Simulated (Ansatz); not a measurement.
# How amorphous polyacrylonitrile (as short chains C14N4H18) changes with temperature

How do cells made at different temperatures differ in energy, pressure, forces, levels, charges and cost?

Computed with Ansatz 0.2.0: Kohn-Sham DFT, PBE+D3(BJ), PAW (set soft_2). Every run is a single point, with the atoms held where the recipe put them (cutoff of the plane-wave runs 420 eV, fixed occupations).

First member: 3 polyacrylonitrile chains of 4 units with methyl end groups placed at random, at 1.09 g/cm³; overlaps pushed apart, then 20 ps at 800 K with MMFF94 bonds, angles, torsions, charges and radii (Halgren, J. Comput. Chem. 17, 490 (1996)) in harmonic and 12-6 forms. Snapshot after 30 ps at 360 K and fixed volume.

Last member: 3 polyacrylonitrile chains of 4 units with methyl end groups placed at random, at 0.938 g/cm³; overlaps pushed apart, then 20 ps at 800 K with MMFF94 bonds, angles, torsions, charges and radii (Halgren, J. Comput. Chem. 17, 490 (1996)) in harmonic and 12-6 forms. Snapshot after 30 ps at 540 K and fixed volume.

The members:

```csv
temperature (K),reduced formula,atoms,valence electrons,k-mesh,basis,density (g/cm³)
360,H9C7N2,108,282,1×1×1,plane waves,1.09
400,H9C7N2,108,282,1×1×1,plane waves,1.06
440,H9C7N2,108,282,1×1×1,plane waves,1.02
480,H9C7N2,108,282,1×1×1,plane waves,0.988
540,H9C7N2,108,282,1×1×1,plane waves,0.938
```

Each cell is one sample from a classical run, so sample-to-sample scatter enters every column; pressures lack the kinetic term, and hold the strain of bonds inside molecules, whose lengths the classical model set.

The input of the first member, without its atom lines; other members have their own cell and atoms, and may differ in mesh, basis and outputs:

```yaml
crystal:
  lattice:
    - [10.34621, 0.0, 0.0]
    - [0.0, 10.34621, 0.0]
    - [0.0, 0.0, 10.34621]
  atoms:
    [... 108 lines ...]
kpoints:
  mp_grid: { grid: [1, 1, 1] }
hamiltonian:
  xc: pbe
  dispersion: d3bj
scf:
  occupations: { method: fixed }
output:
  forces: true
  stress: true
  populations: true
  dos:
    method: { smearing: { sigma: 0.08 } }
    de: 0.1
    projected: { site_lists: { C: [C], H: [H], "N": ["N"] } }
  eigenvalues: true
  write_density: true
  write_potential: true
  volumetric_format: npy
```

Results; charges are mean Löwdin charges in e:

```csv
temperature (K),energy less the first member's (meV/atom),pressure (GPa),r.m.s. force (eV/Å),gap (eV),q(N),q(C),q(H)
360,0.0,1.12,0.972,5.70,-0.21,-0.11,+0.20
400,20.4,3.74,1.22,5.79,-0.21,-0.11,+0.20
440,10.5,1.45,1.07,5.84,-0.20,-0.12,+0.20
480,17.6,1.67,1.24,5.72,-0.20,-0.12,+0.20
540,19.4,1.67,1.11,5.79,-0.20,-0.12,+0.21
```

The gap is that between the highest filled and lowest empty Kohn-Sham level on the run's k-points, and semilocal functionals tend to put gaps under measured ones. The projection misses up to 0.034 e an atom, so the charges add up to more than the cell's charge. Löwdin charges hang on the projection basis and can even invert the polarity of covalent bonds.

Cost on 8 threads of Arm Neoverse V2, shared host:

```csv
temperature (K),atoms,basis,k-mesh,SCF cycles,time,host memory (GiB)
360,108,plane waves,1×1×1,10,6.4 s,1.2
400,108,plane waves,1×1×1,10,6 s,1.2
440,108,plane waves,1×1×1,10,6 s,1.2
480,108,plane waves,1×1×1,10,6.2 s,1.2
540,108,plane waves,1×1×1,10,6.9 s,1.3
```

Times include the outputs that each run asked for, on hosts shared with other jobs.

What the series shows: The energy against the first member is lowest at 360 K (0.0 meV/atom) and highest at 400 K (20.4 meV/atom), with no steady trend; each member is a single configuration. The gap is lowest at 360 K (5.7 eV) and highest at 440 K (5.84 eV), with no steady trend; in single samples it varies with the configuration. The density spans 0.938 to 1.09 g/cm³, so the columns mix its effect with that of the temperature. The pressure is lowest at 360 K (1.1 GPa) and highest at 400 K (3.7 GPa), with no steady trend; the recipes set unlike densities, and the bond lengths of the classical model enter the pressure too.

**Limits.** The network of contacts between molecules at the start is that of the classical potential that made the cell, and needn't be the one that DFT or experiment would give. The cells aren't relaxed by DFT, which could reorder their energies.

[Logs are printed without paths, hosts, clocks, repeated set-up lines and the standing remarks that a program may print on its own settings, such as how far it seeks lower states.]

[Hosts, paths, dates, database ids (printed as entryN), source tags and the programs' standing remarks are cut or masked in the printed files.]

[The MMFF94 radii named for the starting cell were scaled by 0.96; in molecules described by MMFF94, hydrogen bound to N, O or S took a small fixed 12-6 site in their place.]
